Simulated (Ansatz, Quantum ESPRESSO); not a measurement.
# Hf (Im-3m): from the cell to the phonon bands, part 3 of 3

How does Hf (Im-3m) vibrate, and is this structure a minimum?

Quantum ESPRESSO 7.5; DFT LDA, scalar-relativistic, plane waves, PseudoDojo norm-conserving pseudopotentials.

So far, highest frequency (cm⁻¹): step 9 (interpolated phonon bands) 136. Also lowest frequency on the path (cm⁻¹): step 9 -83.9. The relaxed cell has a = 3.428 Å (conventional setting).

This is not the structure that Hf takes at ambient pressure and room temperature (hexagonal, No. 194); it is a model or a phase of other conditions.

## 10. Density of states

Sums over the zone need many more wavevectors than were solved, so the interpolation is sampled on a dense mesh.

The input, matdyn.in:

```
 &input
    asr='crystal',
    flfrc='x.fc',
    dos=.true.,
    fldos='x.dos',
    nk1=19,
    nk2=19,
    nk3=19,
    deltaE=1.0,
    la2F=.true.,
 /
```

Command:

```bash
> matdyn.x -in matdyn.in > matdyn.out
```

Numbers of over 12 decimals in the logs are rounded to 6 here.

What it wrote:

```text
[banner, memory and clock lines left out]
Program MATDYN v.7.5

 mass for atomic type   1 not given; uses mass from file x.fc
 Norm of the difference between old and new effective charges:    0.000000

 Norm of the difference between old and new force-constants:   8.66025e-09

     Message from routine matdyn:
     Z* not found in file x.fc, TO-LO splitting at q=0 will be absent!
 Norm of the difference between old and new effective charges:    0.000000

 Norm of the difference between old and new force-constants:   4.1829e-06

 Norm of the difference between old and new effective charges:    0.000000

 Norm of the difference between old and new force-constants:   0.000146568

 Norm of the difference between old and new effective charges:    0.000000

 Norm of the difference between old and new force-constants:   0.000258554

 Norm of the difference between old and new effective charges:    0.000000

 Norm of the difference between old and new force-constants:   0.000323415

 Norm of the difference between old and new effective charges:    0.000000

 Norm of the difference between old and new force-constants:   0.000377039

 Norm of the difference between old and new effective charges:    0.000000

 Norm of the difference between old and new force-constants:   0.000426611

 Norm of the difference between old and new effective charges:    0.000000

 Norm of the difference between old and new force-constants:   0.000469968

 Norm of the difference between old and new effective charges:    0.000000

 Norm of the difference between old and new force-constants:   0.000504888

 Norm of the difference between old and new effective charges:    0.000000

 Norm of the difference between old and new force-constants:   0.000532554

 Norm of the difference between old and new effective charges:    0.000000

 Norm of the difference between old and new force-constants:   0.00055672

Note: The following floating-point exceptions are signalling: IEEE_UNDERFLOW_FLAG
```

Wall time 11 s (1 thread of Arm Neoverse V1, shared host).

Read from the output:

* share of modes beyond 3i cm⁻¹ on the dense interpolated mesh: 0.2258

Tetrahedra. Table of phonon density of states by wavenumber; read off at these points:

| wavenumber (cm⁻¹) | phonon density of states (1/cm⁻¹/cell) |
| --- | --- |
| -80.0 | 0.00760 |
| -75.0 | 0.0153 |
| -74.3 | 0.0159 |
| -70.0 | 0.0129 |
| -65.0 | 0.0109 |
| -60.0 | 0.00993 |
| -55.0 | 0.00972 |
| -50.0 | 0.00928 |
| -45.0 | 0.00898 |
| -40.0 | 0.00844 |
| -35.0 | 0.00773 |
| -30.0 | 0.00730 |
| -25.0 | 0.00613 |
| -20.0 | 0.00572 |
| -15.0 | 0.00547 |
| -10.0 | 0.00539 |
| -5.0 | 0.00534 |
| 0.0 | 0.00522 |
| 5.0 | 0.00521 |
| 10.0 | 0.00529 |
| 15.0 | 0.00614 |
| 20.0 | 0.00615 |
| 25.0 | 0.00681 |
| 30.0 | 0.00766 |
| 35.0 | 0.00927 |
| 40.0 | 0.00983 |
| 45.0 | 0.0107 |
| 50.0 | 0.0118 |
| 55.0 | 0.0129 |
| 60.0 | 0.0140 |
| 65.0 | 0.0151 |
| 70.0 | 0.0176 |
| 75.0 | 0.0186 |
| 80.0 | 0.0207 |
| 85.0 | 0.0236 |
| 90.0 | 0.0267 |
| 95.0 | 0.0335 |
| 100.0 | 0.0431 |
| 102.7 | 0.0527 |
| 105.0 | 0.0495 |
| 110.0 | 0.0429 |
| 115.0 | 0.0261 |
| 120.0 | 0.0158 |
| 125.0 | 0.0102 |
| 130.0 | 0.00709 |
| 135.0 | 0.00125 |

## 11. A second program

A second program on the same cell, potentials, cutoff and meshes tests the implementation of the phonon response, not its convergence. Its k mesh is centred on Γ.

This step: DFT LDA, scalar-relativistic, plane waves, PseudoDojo norm-conserving pseudopotentials (Ansatz 0.2.0).

The input, input.yaml:

```yaml
crystal:
  lattice:
    - [1.7138168367, 1.7138168367, 1.7138168367]
    - [-1.7138168367, 1.7138168367, 1.7138168367]
    - [-1.7138168367, -1.7138168367, 1.7138168367]
  atoms:
    - { symbol: Hf, position: [0.0, 0.0, 0.0] }
kpoints:
  mp_grid: { grid: [12, 12, 12] }
hamiltonian:
  xc: lda
  pseudopotentials: { kind: nc, accuracy: standard }
scf:
  occupations: { method: cold, width: 0.27211 }
output:
  eigenvalues: true
basis:
  ecutwfc: 789.13
phonons:
  method: dfpt
  qmesh: [4, 4, 4]
  temperatures: { t_max: 1000, t_step: 50 }
  qpath:
    path:
      - [[0.0, 0.0, 0.0], [0.5, 0.5, -0.5], [0.5, 0.0, -0.5], [0.0, 0.0, 0.0], [0.75, 0.25, -0.25], [0.5, 0.5, -0.5]]
      - [[0.75, 0.25, -0.25], [0.5, 0.0, -0.5]]
    npoints: 12
  electrical_resistivity: { temperatures: [77, 300], mesh: [24, 24, 24] }
```

Command:

```bash
> ansatz run input.yaml --threads 4 --pin off --max-ram 8192MiB --backend cpu --events-out ev --progress --plain --runs-dir out
```

What it wrote:

```text
Warning: basis.ecutwfc = 789.13 eV is below the records' recommended 789.130201 eV, and the density's cutoff is lower with it unless basis.ecutrho_ratio is high enough to keep the records' density cutoff: compare with a run at a higher cutoff
Engine: ansatz 0.2.0, aarch64-unknown-linux-gnu
Pseudopotentials: kind: nc
Pseudopotential: Hf, nc, valence charge 12, recommended cutoff 789.130201 eV (normal), Hf.nc.azcp (PseudoDojo's, or run here from an input of PseudoDojo's; its table is named by hamiltonian.pseudopotentials.accuracy)
Functional definition: SPW92
  exchange = slater_x
  correlation = pw_c
Crystal: 1 atoms, lattice volume = 20.135 Å³
Basis set: ecut = 789.13 eV, 959 PW (Γ), exchange–correlation on 60×60×60 points (8 copies of the dense FFT grid, shifted against one another)
Bands: 10, of which v1, the nominal top of the filled ones, is band 6 counted from 1 (5 counted from 0)
Symmetry: 48 space group operations
k-points: 72 of 1728
Non-local potential: Hf, projectors of the file, l = 0: 2, l = 1: 2, l = 2: 2, l = 3: 2
Initial density: superposition of atomic densities (chi_scale 0.1, normalization cell)
Initial wavefunctions: pseudopotential atomic-orbital guess
Functional: x = slater, c = lda
SCF iter   1: F=—  HF=-1535.920521 eV  |F-HF|=—  |Δ(HF+E_count)|=         —  Δρ=2.38e-2  dr2=1.46e-1  ethr=3.10e-3  ⟨swp⟩=6.2  Hψ=5039  notcnv=0
preconditioner: auto → none  [metal: Δε(μ)=0.050 eV  Ē_g=6.445 eV  σ=0.272 eV  W_gap=0.13  n_scr=0 (ndim 8)  ℏωp=16.6 eV  f_vac=0.000  D(μ)=1.53/eV (n_scr^D=18)]
SCF iter   2: F=—  HF=-1535.862097 eV  |F-HF|=—  |Δ(HF+E_count)|=   5.84e-2  S|Δr|=    0.00e0  Δρ=7.93e-3  dr2=1.08e-2  ethr=1.22e-3  ⟨swp⟩=2.4  Hψ=1593  notcnv=0
SCF iter   3: F=—  HF=-1535.859310 eV  |F-HF|=—  |Δ(HF+E_count)|=   2.79e-3  S|Δr|=    0.00e0  Δρ=2.07e-3  dr2=3.44e-4  ethr=9.01e-5  ⟨swp⟩=2.7  Hψ=1093  notcnv=0
SCF iter   4: F=—  HF=-1535.859311 eV  |F-HF|=—  |Δ(HF+E_count)|=   1.21e-6  S|Δr|=    0.00e0  Δρ=1.08e-4  dr2=7.04e-7  ethr=2.87e-6  ⟨swp⟩=2.0  Hψ=929  notcnv=0
SCF iter   5: F=—  HF=-1535.859313 eV  |F-HF|=—  |Δ(HF+E_count)|=   2.08e-6  S|Δr|=    0.00e0  Δρ=9.47e-6  dr2=1.28e-8  ethr=5.87e-9  ⟨swp⟩=3.2  Hψ=1449  notcnv=0
SCF iter   6: F=—  HF=-1535.859313 eV  |F-HF|=—  |Δ(HF+E_count)|=   2.01e-9  S|Δr|=    0.00e0  Δρ=1.06e-6  dr2=1.23e-10  ethr=1.07e-10  ⟨swp⟩=2.4  Hψ=1291  notcnv=0
SCF iter   7: F=-1535.859313 eV  HF=-1535.859313 eV  |F-HF|=6.82e-13  |Δ(HF+E_count)|=  6.96e-11  S|Δr|=    0.00e0  Δρ=7.32e-8  dr2=7.82e-13  ethr=1.00e-12  ⟨swp⟩=12.0  Hψ=5409  notcnv=0
SCF 1 converged in 7 iterations: F = -1535.859313 eV  dr2 = 7.82e-13
NSCF: frozen V_eff on 72 k-points
[...]
q = [0.0000, 0.0000, 0.2500] (star 12, 2 solved perturbations in 1446 linear systems a pass and spin channel, the states on 936 of 1728 k-point pairs; hermiticity 1.63e-13, symmetrization 7.40e-14, the responses' own estimated error 9.9e-8 eV/Å²): -44.28 52.91 98.16
  q = [0.0000, 0.0000, -0.5000] (star 6, 2 solved perturbations in 756 linear systems a pass and spin channel, the states on 476 of 1728 k-point pairs; hermiticity 2.19e-14, symmetrization 2.19e-13, the responses' own estimated error 9.6e-8 eV/Å²): -81.94 88.96 89.18
  q = [0.0000, 0.2500, -0.5000] (star 24, 2 solved perturbations in 2664 linear systems a pass and spin channel, the states on 1728 of 1728 k-point pairs; hermiticity 2.38e-9, symmetrization 2.35e-13, the responses' own estimated error 1.0e-7 eV/Å²): -49.61 48.36 108.85
  q = [0.2500, 0.2500, 0.2500] (star 6, 2 solved perturbations in 804 linear systems a pass and spin channel, the states on 510 of 1728 k-point pairs; hermiticity 3.39e-14, symmetrization 3.87e-14, the responses' own estimated error 9.8e-8 eV/Å²): 73.45 88.89 88.89
  q = [0.2500, 0.2500, -0.5000] (star 12, 2 solved perturbations in 1446 linear systems a pass and spin channel, the states on 936 of 1728 k-point pairs; hermiticity 3.37e-14, symmetrization 3.35e-14, the responses' own estimated error 9.7e-8 eV/Å²): 94.28 114.04 115.73
  q = [0.2500, -0.2500, 0.2500] (star 2, 1 solved perturbation on 262 of 1728 k-point pairs; hermiticity 1.52e-13, symmetrization 1.17e-12, the responses' own estimated error 8.7e-8 eV/Å²): -54.51 -54.51 -54.51
  q = [-0.5000, -0.5000, -0.5000] (star 1, 1 solved perturbation on 163 of 1728 k-point pairs; hermiticity 1.06e-14, symmetrization 1.52e-13, the responses' own estimated error 1.0e-7 eV/Å²): 135.94 135.94 135.94
  sum rule: each row above includes the acoustic sum rule's correction from the zone centre's row sums; it moved no ω² by more than (0.46 cm⁻¹)²
  mesh force constants: q→R imaginary residual 0.00e0; ASR residual 1.404e-4 → 0.000e0 eV/Å²; symmetrization residual 2.220e-15 eV/Å²
  interpolated dispersion: 74 rows × 3 modes
  density of states and harmonic sums: on the 28×28×28 q-mesh, interpolated from the force constants of a 4×4×4 supercell (no non-analytic term)
  largest difference from the sums on the solved wave vectors: F 3.47e-2 eV, S 4.30e-5 and C_V 8.46e-6 eV/K
  zero-point energy: 0.012105 eV/cell   skipped modes (ω ≤ 0): 434, of them read as no rigid motion or as one in doubt: 431 (7.004e-1 modes/cell left out, lowest -83.94 cm⁻¹)   left out of the sums: 2.34e-1 of the cell's modes: C_V's classical limit lies that fraction below 3 k_B per atom; for a crystal, a wire or a layer, F and S can be off by more, and a phonons.interpolated_qmesh denser along its periods is the remedy for the sampling
Error: electrical resistivity: the mode of lowest frequency at the wavevector [0.1250, -0.3750, 0.1250] is imaginary, -84.00 cm⁻¹ (written negative): the force constants describe an unstable lattice; relax the structure, enlarge phonons.supercell (under dfpt, kpoints.mp_grid), or, with a block electrical_resistivity or superconductivity, name a file of force constants under which the crystal is stable (phonons.electron_phonon_force_constants)
The harmonic force constants that this run solved are whole in <dir>
[key lines of the parts left out:]
SCF converged after 7 iterations
Free energy (F): -1535.859313 eV
Fermi energy:    15.681767 eV
```

It took 79 s on 4 threads; peak memory 1.9 GiB.

The run ended with an error: “electrical resistivity: the mode of lowest frequency at the wavevector [0.1250, -0.3750, 0.1250] is imaginary, -84.00 cm⁻¹ (written negative): the force constants describe an unstable lattice”.

The phonons were solved, but the coupling sums need a stable lattice.

## 12. What came out

```
space group after relaxation                                       : Im-3m
volume per atom                                                    : 20.1 Å³
q mesh                                                             : 4×4×4
lowest mode on the q mesh (acoustic ones at the zone centre apart) : -81.9 cm⁻¹
imaginary modes on the q mesh                                      : yes
```

Hf (Im-3m) is unstable: a mode solved on the 4×4×4 mesh is imaginary, 82i cm⁻¹; its spectrum reaches 136 cm⁻¹. The most unstable solved mode lies at q = (0, 0, -0.5), on the zone boundary, so the distortion that it points to doubles the cell. These are harmonic frequencies at zero temperature: anharmonic shifts and linewidths and thermal expansion are left out. Spin-orbit coupling is left out, which can matter for the heavy elements here. In a metal the frequencies hang on the k mesh and the smearing, most of all near Kohn anomalies. No coupling constant is taken from ph.x, since the sums are unsound here: the spectrum is unstable, unfinished or interpolated from too coarse a mesh.

[Host names and launcher messages were left out of these logs when they were recorded.]

[Logs are printed without paths, hosts, clocks, repeated set-up lines and the standing remarks that a program may print on its own settings, such as how far it seeks lower states.]

[Hosts, paths, dates, database ids (printed as entryN), source tags and the programs' standing remarks are cut or masked in the printed files.]
